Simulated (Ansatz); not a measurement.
**Compressing and expanding random rock-salt alloy of NbC and TiC (64 atoms)**

How stiff is random rock-salt alloy of NbC and TiC (64 atoms)?

Method: Kohn-Sham DFT, revPBE, PAW (set soft_1), plane waves, in Ansatz 0.2.0.

## Step 1: The starting structure

The cell holds 64 atoms: 28 Nb, 32 C and 4 Ti. Cell: a = 8.905 Å, b = 8.905 Å, c = 8.905 Å, α = 90.0°, β = 90.0°, γ = 90.0°. It derives from NbC (rock-salt) and TiC, repeated 2×2×2. Rock-salt NbC, 2 x 2 x 2 conventional cells, 4 of 32 Nb sites given to Ti at random (x = 0.125), lattice by Vegard's rule (a = 4.452 Å); not relaxed, displaced by a Gaussian of 0.02 Å.

## Step 2: Single point at the start

The forces at the start show how far the geometry lies from a minimum of this functional.

input.yaml reads:

```yaml
crystal:
  lattice:
    - [8.9046, 0.0, 0.0]
    - [0.0, 8.9046, 0.0]
    - [0.0, 0.0, 8.9046]
  atoms:
    - { symbol: Nb, position: [0.00198, 0.99925, 0.00134] }
    - { symbol: C, position: [0.25229, 0.00282, 0.99901] }
    - { symbol: Nb, position: [0.99948, 0.25151, 0.2509] }
    - { symbol: C, position: [0.25245, 0.25114, 0.25299] }
    - { symbol: Nb, position: [0.24845, 0.00358, 0.24898] }
    - { symbol: C, position: [0.00265, 0.00274, 0.24679] }
    - { symbol: Nb, position: [0.24733, 0.25407, 0.99805] }
    - { symbol: C, position: [0.00019, 0.25344, 0.99864] }
    - { symbol: Nb, position: [0.99907, 0.99993, 0.49986] }
    - { symbol: C, position: [0.25241, 0.00216, 0.49774] }
    - { symbol: Nb, position: [0.99944, 0.25377, 0.75141] }
    - { symbol: C, position: [0.25122, 0.25202, 0.75188] }
    - { symbol: Nb, position: [0.25187, 0.99711, 0.75044] }
    - { symbol: C, position: [0.99955, 0.0044, 0.74921] }
    - { symbol: Nb, position: [0.2513, 0.25076, 0.4971] }
    - { symbol: C, position: [0.99953, 0.24408, 0.49992] }
    - { symbol: Nb, position: [0.00306, 0.50025, 0.99636] }
    - { symbol: C, position: [0.25132, 0.49902, 0.99669] }
    - { symbol: Nb, position: [0.99527, 0.75288, 0.24905] }
    - { symbol: C, position: [0.24919, 0.74922, 0.25141] }
    - { symbol: Nb, position: [0.25227, 0.5018, 0.24901] }
    - { symbol: C, position: [0.00186, 0.50384, 0.25167] }
    - { symbol: Nb, position: [0.25087, 0.7517, 0.99922] }
    - { symbol: C, position: [0.00199, 0.74947, 0.99929] }
    - { symbol: Nb, position: [0.00413, 0.49872, 0.50005] }
    - { symbol: C, position: [0.24574, 0.4991, 0.499] }
    - { symbol: Ti, position: [0.0039, 0.75314, 0.74732] }
    - { symbol: C, position: [0.24863, 0.75022, 0.74831] }
    - { symbol: Nb, position: [0.24833, 0.50049, 0.74831] }
    - { symbol: C, position: [0.00459, 0.50142, 0.74448] }
    - { symbol: Nb, position: [0.25009, 0.75053, 0.50081] }
    - { symbol: C, position: [0.99637, 0.75155, 0.5004] }
    - { symbol: Nb, position: [0.50316, 0.99722, 0.99971] }
    - { symbol: C, position: [0.7508, 0.99706, 0.99745] }
    - { symbol: Nb, position: [0.50091, 0.24542, 0.2496] }
    - { symbol: C, position: [0.74713, 0.24815, 0.25008] }
    - { symbol: Nb, position: [0.74716, 0.00106, 0.24907] }
    - { symbol: C, position: [0.49754, 0.00291, 0.24783] }
    - { symbol: Nb, position: [0.75156, 0.24957, 0.99909] }
    - { symbol: C, position: [0.49924, 0.24518, 0.00159] }
    - { symbol: Nb, position: [0.4997, 0.00135, 0.49724] }
    - { symbol: C, position: [0.74893, 0.00268, 0.50029] }
    - { symbol: Nb, position: [0.49857, 0.25024, 0.74978] }
    - { symbol: C, position: [0.74458, 0.25145, 0.75066] }
    - { symbol: Nb, position: [0.75159, 0.00069, 0.74798] }
    - { symbol: C, position: [0.50091, 0.99732, 0.75152] }
    - { symbol: Nb, position: [0.74943, 0.24702, 0.50072] }
    - { symbol: C, position: [0.49981, 0.25283, 0.49833] }
    - { symbol: Nb, position: [0.50255, 0.50026, 0.00275] }
    - { symbol: C, position: [0.74799, 0.50166, 0.00037] }
    - { symbol: Ti, position: [0.50014, 0.7481, 0.2502] }
    - { symbol: C, position: [0.75039, 0.75163, 0.25293] }
    - { symbol: Nb, position: [0.75193, 0.4992, 0.25096] }
    - { symbol: C, position: [0.5039, 0.49551, 0.24803] }
    - { symbol: Nb, position: [0.75154, 0.74902, 0.00249] }
    - { symbol: C, position: [0.49748, 0.74643, 0.00219] }
    - { symbol: Nb, position: [0.49883, 0.50006, 0.49944] }
    - { symbol: C, position: [0.74935, 0.50038, 0.50417] }
    - { symbol: Ti, position: [0.49673, 0.74878, 0.75087] }
    - { symbol: C, position: [0.75343, 0.74983, 0.75155] }
    - { symbol: Ti, position: [0.75097, 0.49885, 0.75093] }
    - { symbol: C, position: [0.50068, 0.50038, 0.749] }
    - { symbol: Nb, position: [0.74997, 0.75788, 0.49975] }
    - { symbol: C, position: [0.50022, 0.74925, 0.50376] }
kpoints:
  mp_grid: { grid: [2, 2, 2] }
hamiltonian:
  xc: revpbe
  pseudopotentials: { kind: paw, azcp: { folder: soft_1 } }
scf:
  occupations: { method: fermi_dirac, width: 0.025 }
output:
  forces: true
```

Command:

```bash
> ansatz run input.yaml --threads 8 --pin off --max-ram 15872MiB --backend cpu --events-out ev --progress --plain --runs-dir out
```

Numbers of over 12 decimals in the logs are rounded to 6 here.

What it wrote:

```text
Engine: ansatz 0.2.0, x86_64-unknown-linux-gnu
Pseudopotentials: kind: paw
Pseudopotential: Nb, paw, valence charge 13, recommended cutoff 420 eV (normal), soft_1/Nb.paw.azcp
Pseudopotential: C, paw, valence charge 4, recommended cutoff 420 eV (normal), soft_1/C.paw.azcp
Pseudopotential: Ti, paw, valence charge 12, recommended cutoff 420 eV (normal), soft_1/Ti.paw.azcp
[... 5 lines on functional and potentials left out ...]
Crystal: 64 atoms, lattice volume = 706.063 Å³
Basis set: ecut = 420 eV, 13805 PW (Γ), exchange–correlation on 120×120×120 points (8 copies of the dense FFT grid, shifted against one another)
Bands: 334, of which v1, the nominal top of the filled ones, is band 270 counted from 1 (269 counted from 0)
Symmetry: 1 space group operations
Space group: P1 (ITA 1), of the structure as read, at distance tolerance 8.9e-5 Å
k-points: 8
[... 10 lines on functional and potentials left out ...]
Initial density: superposition of atomic densities (chi_scale 0.1, normalization cell, long waves kept (reshape's long-wave potential 0.02 eV rms))
Initial wavefunctions: pseudopotential atomic-orbital guess
Functional: x = revpbe(κ = 1.245, μ = 0.219515), c = pbe(β = 0.066725)
SCF iter   1: F=—  HF=-145777.895523 eV  |F-HF|=—  |Δ(HF+E_count)|=         —  Δρ=1.63e-1  dr2=2.97e2  ethr=3.10e-3  ⟨swp⟩=4.5  Hψ=8110  notcnv=0  defer=195
preconditioner: auto → Kerker (q_TF=auto, 2.609 Å⁻¹)  [metal: Δε(μ)=0.022 eV  Ē_g=8.515 eV  σ=0.025 eV  W_gap=0.22  n_scr=202 (ndim 8)  ℏωp=23.6 eV  f_vac=0.000  D(μ)=15.90/eV (n_scr^D=92)]
SCF iter   2: F=—  HF=-145719.664763 eV  |F-HF|=—  |Δ(HF+E_count)|=    5.82e1  Δρ=7.16e-2  dr2=5.95e1  ethr=3.10e-3  ⟨swp⟩=2.5  Hψ=5042  notcnv=0  defer=402
SCF iter   3: F=—  HF=-145707.362182 eV  |F-HF|=—  |Δ(HF+E_count)|=    1.23e1  Δρ=1.64e-2  dr2=1.76e0  ethr=3.10e-3  ⟨swp⟩=3.9  Hψ=6516  notcnv=0  defer=419
SCF iter   4: F=—  HF=-145707.352208 eV  |F-HF|=—  |Δ(HF+E_count)|=   9.97e-3  Δρ=4.42e-3  dr2=2.98e-1  ethr=3.26e-4  ⟨swp⟩=3.1  Hψ=3435  notcnv=0  defer=402
SCF iter   5: F=—  HF=-145707.310014 eV  |F-HF|=—  |Δ(HF+E_count)|=   4.22e-2  Δρ=6.10e-4  dr2=9.33e-3  ethr=5.51e-5  ⟨swp⟩=2.8  Hψ=3466  notcnv=0  defer=402
SCF iter   6: F=—  HF=-145707.309608 eV  |F-HF|=—  |Δ(HF+E_count)|=   4.06e-4  Δρ=1.57e-4  dr2=5.02e-4  ethr=1.73e-6  ⟨swp⟩=2.0  Hψ=3089  notcnv=0  defer=402
SCF iter   7: F=—  HF=-145707.309561 eV  |F-HF|=—  |Δ(HF+E_count)|=   4.64e-5  Δρ=9.80e-5  dr2=1.07e-4  ethr=9.29e-8  ⟨swp⟩=2.1  Hψ=3354  notcnv=0  defer=402
SCF iter   8: F=—  HF=-145707.309556 eV  |F-HF|=—  |Δ(HF+E_count)|=   4.99e-6  Δρ=1.09e-5  dr2=1.47e-6  ethr=1.98e-8  ⟨swp⟩=2.0  Hψ=3369  notcnv=0  defer=402
SCF iter   9: F=—  HF=-145707.312025 eV  |F-HF|=—  |Δ(HF+E_count)|=   2.47e-3  Δρ=7.92e-6  dr2=2.57e-7  ethr=1.85e-11  ⟨swp⟩=5.0  Hψ=10034  notcnv=0
SCF iter  10: F=-145707.312025 eV  HF=-145707.312025 eV  |F-HF|=3.35e-9  |Δ(HF+E_count)|=   1.22e-7  Δρ=1.35e-6  dr2=1.15e-8  ethr=1.85e-11  ⟨swp⟩=3.0  Hψ=7040  notcnv=0
SCF 1 converged in 10 iterations: F = -145707.312025 eV  dr2 = 1.15e-8
  greatest PAW one-centre occupation: 0.999 electrons in one spin orbital (limit 2), on the Ti atom at site 60 (counted from 0), in its partial waves of l = 0
SCF converged after 10 iterations
Free energy (F): -145707.312025 eV
Harris-Foulkes:  -145707.312025 eV  (|F-HF|=3.35e-9)
Internal energy: -145707.203676 eV  (E = F + TS)
E sigma→0 (E₀):  -145707.257850 eV
Entropy (-TS):   -0.108349 eV (-1.693 meV/atom)
Fermi energy:    18.294945 eV
--- Per-component energies (eV) ---
  E_band       = -1328.434277
  E_kinetic    = 14368.693490
  E_local      = -21472.934353  (includes V_loc(G=0)·N_el)
  E_nonlocal   = 3527.921348
  E_hartree    = 7266.151369
  E_xc         = -6668.383577
  E_vxc        = -8127.728371  (∫ρ·V_xc dr)
  E_paw        = -93801.923969  (= ΣΔE_a)
  E_vpaw       = -4156.689602  (= ΣTr[D̂ρ^β])
  E_aug_tail   = 0.001265  (compensation charges beyond the density's cutoff)
  E_ewald      = -48924.471759
  E_core_change = -2.257490  (= ΣΔE_core)
  E_smearing   = -0.108349  (= −TS)
  E_closure    = -0.000000  (closes the sum)
  Σ components = -145707.312025   (vs F -145707.312025, Δ=0.00e0)
--- Forces (eV/Å), atoms counted from 1 ---
  atom   1  Nb    -0.29484399     0.48246998    -0.24528922
  atom   2  C     -0.07432952    -0.26660692    -0.02090113
  atom   3  Nb     0.14810095    -0.12617454    -0.42652240
  atom   4  C     -0.19919340     0.02342055    -0.55077196
  atom   5  Nb     0.29661399    -0.19754462    -0.03326060
  atom   6  C     -0.40506318    -0.27989882     0.34268569
  atom   7  Nb    -0.27088479    -0.41354688     0.66902257
  atom   8  C     -0.08607917    -0.31395403     0.12229887
  atom   9  Nb    -0.10574349     0.13486058    -0.29872739
  atom  10  C     -0.33527132    -0.36378857     0.29380246
  atom  11  Nb    -0.05016392    -0.35601321    -0.12045200
  atom  12  C     -0.11269773    -0.27992765    -0.35120128
  atom  13  Nb    -0.29176813     0.07188375    -0.07746868
  atom  14  C      0.24604229    -0.75544331     0.08461529
[...]
atom  63  Nb    -0.22313849    -0.41137869     0.28417426
  atom  64  C     -0.11760559     0.09281207    -0.25410692
  max |Σ_I F_I| component: 9.81e-6 eV/Å
```

The job ended after 16 s (8 threads of AMD EPYC 9B14 (Zen 4), shared host; peak memory 8 GiB).

The r.m.s. force at the start is 0.31 eV/Å.

## Step 3: Cell and atoms relaxed

Cell and atoms are freed together, to release stress as well as forces.

input.yaml reads:

```yaml
crystal:
  lattice:
    - [8.9046, 0.0, 0.0]
    - [0.0, 8.9046, 0.0]
    - [0.0, 0.0, 8.9046]
  atoms:
    [... the 64 atom lines of step 2 ...]
kpoints:
  mp_grid: { grid: [2, 2, 2] }
hamiltonian:
  xc: revpbe
  pseudopotentials: { kind: paw, azcp: { folder: soft_1 } }
scf:
  occupations: { method: fermi_dirac, width: 0.025 }
output:
  forces: true
relax:
  f_tol: 0.05
  max_steps: 150
  cell: {}
```

What it wrote:

```text
[...]
Crystal: 64 atoms, lattice volume = 706.063 Å³
Basis set: ecut = 420 eV, 13805 PW (Γ), exchange–correlation on 120×120×120 points (8 copies of the dense FFT grid, shifted against one another)
Bands: 334, of which v1, the nominal top of the filled ones, is band 270 counted from 1 (269 counted from 0)
Symmetry: 1 space group operations
[...]
k-points: 8
[...]
SCF iter   1: F=—  HF=-145777.895523 eV  |F-HF|=—  |Δ(HF+E_count)|=         —  Δρ=1.63e-1  dr2=2.97e2  ethr=3.10e-3  ⟨swp⟩=4.5  Hψ=8110  notcnv=0  defer=195
[...]
SCF iter   9: F=—  HF=-145707.312025 eV  |F-HF|=—  |Δ(HF+E_count)|=   2.46e-3  Δρ=7.92e-6  dr2=2.58e-7  ethr=1.85e-11  ⟨swp⟩=5.0  Hψ=10035  notcnv=0
SCF iter  10: F=-145707.312025 eV  HF=-145707.312025 eV  |F-HF|=3.43e-9  |Δ(HF+E_count)|=   1.22e-7  Δρ=1.35e-6  dr2=1.16e-8  ethr=1.85e-11  ⟨swp⟩=3.0  Hψ=7040  notcnv=0
SCF 1 converged in 10 iterations: F = -145707.312025 eV  dr2 = 1.16e-8
[...]
relax step   1: F+E_penalty+E_count = -145707.31202468 eV  Δ(F+E_penalty+E_count) = +0.000e0 eV  max|allowed force component| = 1.105e0 eV/Å  Δτ_max = 0.0000 Å  P = +7.037 GPa  Ω = 706.063 Å³  (10 SCF iters, dr2 threshold 1.00e-7 eV, accepted)
[... from here on, the SCF cycles and remarks between the steps are left out ...]
relax step   2: F+E_penalty+E_count = -145707.95833003 eV  Δ(F+E_penalty+E_count) = -6.463e-1 eV  max|allowed force component| = 4.632e-1 eV/Å  Δτ_max = 0.1051 Å  P = -3.255 GPa  Ω = 730.326 Å³  energy of the carried Pulay correction = -2.310e-2 eV  (6 SCF iters, dr2 threshold 6.40e-6 eV, accepted)
relax step   3: F+E_penalty+E_count = -145708.20431883 eV  Δ(F+E_penalty+E_count) = -2.460e-1 eV  max|allowed force component| = 7.500e-1 eV/Å  Δτ_max = 0.0739 Å  P = +0.462 GPa  Ω = 721.614 Å³  energy of the carried Pulay correction = -1.490e-2 eV  (6 SCF iters, dr2 threshold 6.40e-6 eV, accepted)
relax step   4: F+E_penalty+E_count = -145708.37448055 eV  Δ(F+E_penalty+E_count) = -1.702e-1 eV  max|allowed force component| = 2.749e-1 eV/Å  Δτ_max = 0.0393 Å  P = -0.197 GPa  Ω = 722.339 Å³  energy of the carried Pulay correction = -1.558e-2 eV  (6 SCF iters, dr2 threshold 6.40e-6 eV, accepted)
relax step   5: F+E_penalty+E_count = -145708.40410817 eV  Δ(F+E_penalty+E_count) = -2.963e-2 eV  max|allowed force component| = 1.509e-1 eV/Å  Δτ_max = 0.0126 Å  P = +0.098 GPa  Ω = 721.700 Å³  energy of the carried Pulay correction = -1.498e-2 eV  (6 SCF iters, dr2 threshold 4.72e-6 eV, accepted)
relax step   6: F+E_penalty+E_count = -145708.41177709 eV  Δ(F+E_penalty+E_count) = -7.669e-3 eV  max|allowed force component| = 1.063e-1 eV/Å  Δτ_max = 0.0150 Å  P = +0.130 GPa  Ω = 721.757 Å³  energy of the carried Pulay correction = -1.503e-2 eV  (6 SCF iters, dr2 threshold 1.42e-6 eV, accepted)
relax step   7: F+E_penalty+E_count = -145708.41618768 eV  Δ(F+E_penalty+E_count) = -4.411e-3 eV  max|allowed force component| = 5.807e-2 eV/Å  Δτ_max = 0.0041 Å  P = +0.032 GPa  Ω = 721.967 Å³  energy of the carried Pulay correction = -1.523e-2 eV  (6 SCF iters, dr2 threshold 7.06e-7 eV, accepted)
relax step   8: F+E_penalty+E_count = -145708.41811231 eV  Δ(F+E_penalty+E_count) = -1.925e-3 eV  max|allowed force component| = 3.339e-2 eV/Å  Δτ_max = 0.0045 Å  P = +0.047 GPa  Ω = 721.906 Å³  energy of the carried Pulay correction = -1.517e-2 eV  (6 SCF iters, dr2 threshold 2.11e-7 eV, accepted)
relax step   9: F+E_penalty+E_count = -145708.41849231 eV  Δ(F+E_penalty+E_count) = -3.800e-4 eV  max|allowed force component| = 3.362e-2 eV/Å  Δτ_max = 0.0060 Å  P = -0.214 GPa  Ω = 722.567 Å³  energy of the carried Pulay correction = -1.580e-2 eV  (7 SCF iters, dr2 threshold 1.84e-8 eV, accepted)
relax step  10: F+E_penalty+E_count = -145708.41988200 eV  Δ(F+E_penalty+E_count) = -1.390e-3 eV  max|allowed force component| = 4.769e-2 eV/Å  Δτ_max = 0.0059 Å  P = +0.157 GPa  Ω = 721.644 Å³  energy of the carried Pulay correction = -1.493e-2 eV  (6 SCF iters, dr2 threshold 1.84e-7 eV, accepted)
relax step  11: F+E_penalty+E_count = -145708.42039095 eV  Δ(F+E_penalty+E_count) = -5.090e-4 eV  max|allowed force component| = 4.011e-2 eV/Å  Δτ_max = 0.0023 Å  P = +0.037 GPa  Ω = 721.938 Å³  energy of the carried Pulay correction = -1.520e-2 eV  (6 SCF iters, dr2 threshold 9.29e-8 eV, accepted)
relax step  12: F+E_penalty+E_count = -145708.42130626 eV  Δ(F+E_penalty+E_count) = -9.153e-4 eV  max|allowed force component| = 3.744e-2 eV/Å  Δτ_max = 0.0047 Å  P = -0.049 GPa  Ω = 722.155 Å³  energy of the carried Pulay correction = -1.541e-2 eV  (6 SCF iters, dr2 threshold 2.16e-8 eV, accepted)
relax step  13: F+E_penalty+E_count = -145708.40708970 eV  Δ(F+E_penalty+E_count) = +1.422e-2 eV  max|allowed force component| = 2.397e-1 eV/Å  Δτ_max = 0.0423 Å  P = -0.393 GPa  Ω = 723.136 Å³  energy of the carried Pulay correction = -1.634e-2 eV  (8 SCF iters, dr2 threshold 8.58e-9 eV, rejected (line search))
relax step  14: F+E_penalty+E_count = -145708.42571569 eV  Δ(F+E_penalty+E_count) = -4.409e-3 eV  max|allowed force component| = 4.021e-2 eV/Å  Δτ_max = 0.0211 Å  P = -0.051 GPa  Ω = 722.141 Å³  energy of the carried Pulay correction = -1.540e-2 eV  (9 SCF iters, accepted)
relax step  15: F+E_penalty+E_count = -145708.40701983 eV  Δ(F+E_penalty+E_count) = +1.870e-2 eV  max|allowed force component| = 3.396e-1 eV/Å  Δτ_max = 0.0404 Å  P = +0.020 GPa  Ω = 722.105 Å³  energy of the carried Pulay correction = -1.536e-2 eV  (7 SCF iters, dr2 threshold 3.31e-8 eV, rejected (line search))
relax step  16: F+E_penalty+E_count = -145708.41968544 eV  Δ(F+E_penalty+E_count) = +6.030e-3 eV  max|allowed force component| = 1.464e-1 eV/Å  Δτ_max = 0.0202 Å  P = +0.050 GPa  Ω = 721.953 Å³  energy of the carried Pulay correction = -1.522e-2 eV  (9 SCF iters, rejected (line search))
relax step  17: F+E_penalty+E_count = -145708.42818136 eV  Δ(F+E_penalty+E_count) = -2.466e-3 eV  max|allowed force component| = 3.306e-2 eV/Å  Δτ_max = 0.0085 Å  P = -0.024 GPa  Ω = 722.085 Å³  energy of the carried Pulay correction = -1.534e-2 eV  (9 SCF iters, accepted)
relax step  18: F+E_penalty+E_count = -145708.42801834 eV  Δ(F+E_penalty+E_count) = +1.630e-4 eV  max|allowed force component| = 5.898e-2 eV/Å  Δτ_max = 0.0065 Å  P = -0.030 GPa  Ω = 722.105 Å³  energy of the carried Pulay correction = -1.536e-2 eV  (7 SCF iters, dr2 threshold 7.81e-9 eV, rejected (line search))
relax step  19: F+E_penalty+E_count = -145708.42878460 eV  Δ(F+E_penalty+E_count) = -6.032e-4 eV  max|allowed force component| = 1.517e-2 eV/Å  Δτ_max = 0.0032 Å  P = +0.040 GPa  Ω = 721.935 Å³  energy of the carried Pulay correction = -1.520e-2 eV  (7 SCF iters, accepted)
relax step  20: F+E_penalty+E_count = -145708.42869683 eV  Δ(F+E_penalty+E_count) = +8.777e-5 eV  max|allowed force component| = 1.703e-2 eV/Å  Δτ_max = 0.0063 Å  P = -0.075 GPa  Ω = 722.240 Å³  energy of the carried Pulay correction = -1.549e-2 eV  (7 SCF iters, dr2 threshold 1.44e-8 eV, accepted)
relax step  21: F+E_penalty+E_count = -145708.42914661 eV  Δ(F+E_penalty+E_count) = -4.498e-4 eV  max|allowed force component| = 1.238e-2 eV/Å  Δτ_max = 0.0014 Å  P = +0.052 GPa  Ω = 721.911 Å³  energy of the carried Pulay correction = -1.518e-2 eV  (6 SCF iters, dr2 threshold 2.41e-8 eV, accepted)
relax step  22: F+E_penalty+E_count = -145708.42906907 eV  Δ(F+E_penalty+E_count) = +7.755e-5 eV  max|allowed force component| = 6.158e-3 eV/Å  Δτ_max = 0.0009 Å  P = -0.001 GPa  Ω = 722.045 Å³  energy of the carried Pulay correction = -1.531e-2 eV  (6 SCF iters, dr2 threshold 9.84e-9 eV, accepted)
relax step  23: F+E_penalty+E_count = -145708.44413278 eV  Δ(F+E_penalty+E_count) = -1.506e-2 eV  max|allowed force component| = 6.188e-3 eV/Å  Δτ_max = 0.0000 Å  P = +0.021 GPa  Ω = 722.045 Å³  stress off target by 2.80e-2 GPa  SCF on the basis re-selected at this cell (its energy is not comparable with the rows above)  (6 SCF iters)
basis re-selected at this cell: Δ(F+E_penalty+E_count) = -1.506e-2 eV, ΔP = +0.022 GPa vs the last step (what re-selecting the basis moved, of the pressure what is left beyond the Pulay correction that the steps carried, after the strain that the cell walked since its last selection, [...]
SCF converged after 6 iterations
Free energy (F): -145708.444133 eV
[...]
Internal energy: -145708.392455 eV  (E = F + TS)
E sigma→0 (E₀):  -145708.418294 eV
Entropy (-TS):   -0.051678 eV (-0.807 meV/atom)
Fermi energy:    17.824656 eV
[...]
Σ components = -145708.444133   (vs F -145708.444133, Δ=0.00e0)
--- Forces (eV/Å), atoms counted from 1 ---
  atom   1  Nb     0.00081297     0.00214050    -0.00058191
  atom   2  C     -0.00032515    -0.00087383    -0.00011364
  atom   3  Nb    -0.00214959    -0.00026788    -0.00179639
  atom   4  C      0.00003951    -0.00087325     0.00023690
[...]
atom  64  C      0.00010119     0.00053487     0.00046750
  max |Σ_I F_I| component: 7.03e-6 eV/Å
--- Stress (GPa, compression-positive) ---
        0.027058       0.000348       0.002049
        0.000348       0.016442       0.006189
        0.002049       0.006189       0.019044
  P = ⅓ Tr σ = 0.0208 GPa (0.208 kbar)
--- Relaxed structure (22 steps of the walk, 18 accepted, 1 SCFs on fresh bases) ---
  F+E_penalty+E_count = -145708.44413278 eV   max|allowed force component| = 6.188e-3 eV/Å   (the final SCF, on the basis selected at the relaxed cell)
  cell:  # Å, volume = 722.0447 Å³
    - [8.974381, 0.0048019, -0.000259767]
    - [0.0048019, 8.970033, 0.000747124]
    - [-0.000259767, 0.000747124, 8.969447]
  atoms:
    - { symbol: Nb, position: [0.00516726, 1.002736, -0.000798286] }
    - { symbol: C, position: [0.250283, -0.000537761, 0.999608] }
    - { symbol: Nb, position: [1.000207, 0.249645, 0.245055] }
    - { symbol: C, position: [0.250848, 0.250096, 0.250011] }
[...]
- { symbol: C, position: [0.500274, 0.750398, 0.500375] }
```

Wall time 4.5 min (8 threads); peak memory 8.2 GiB; 33 min of CPU time.

The relaxation converged after 22 steps, with a largest force component of 0.0062 eV/Å.

(Continued in part 2 of 2.)

[Logs are printed without paths, hosts, clocks, repeated set-up lines and the standing remarks that a program may print on its own settings, such as how far it seeks lower states.]

[Hosts, paths, dates, database ids (printed as entryN), source tags and the programs' standing remarks are cut or masked in the printed files.]
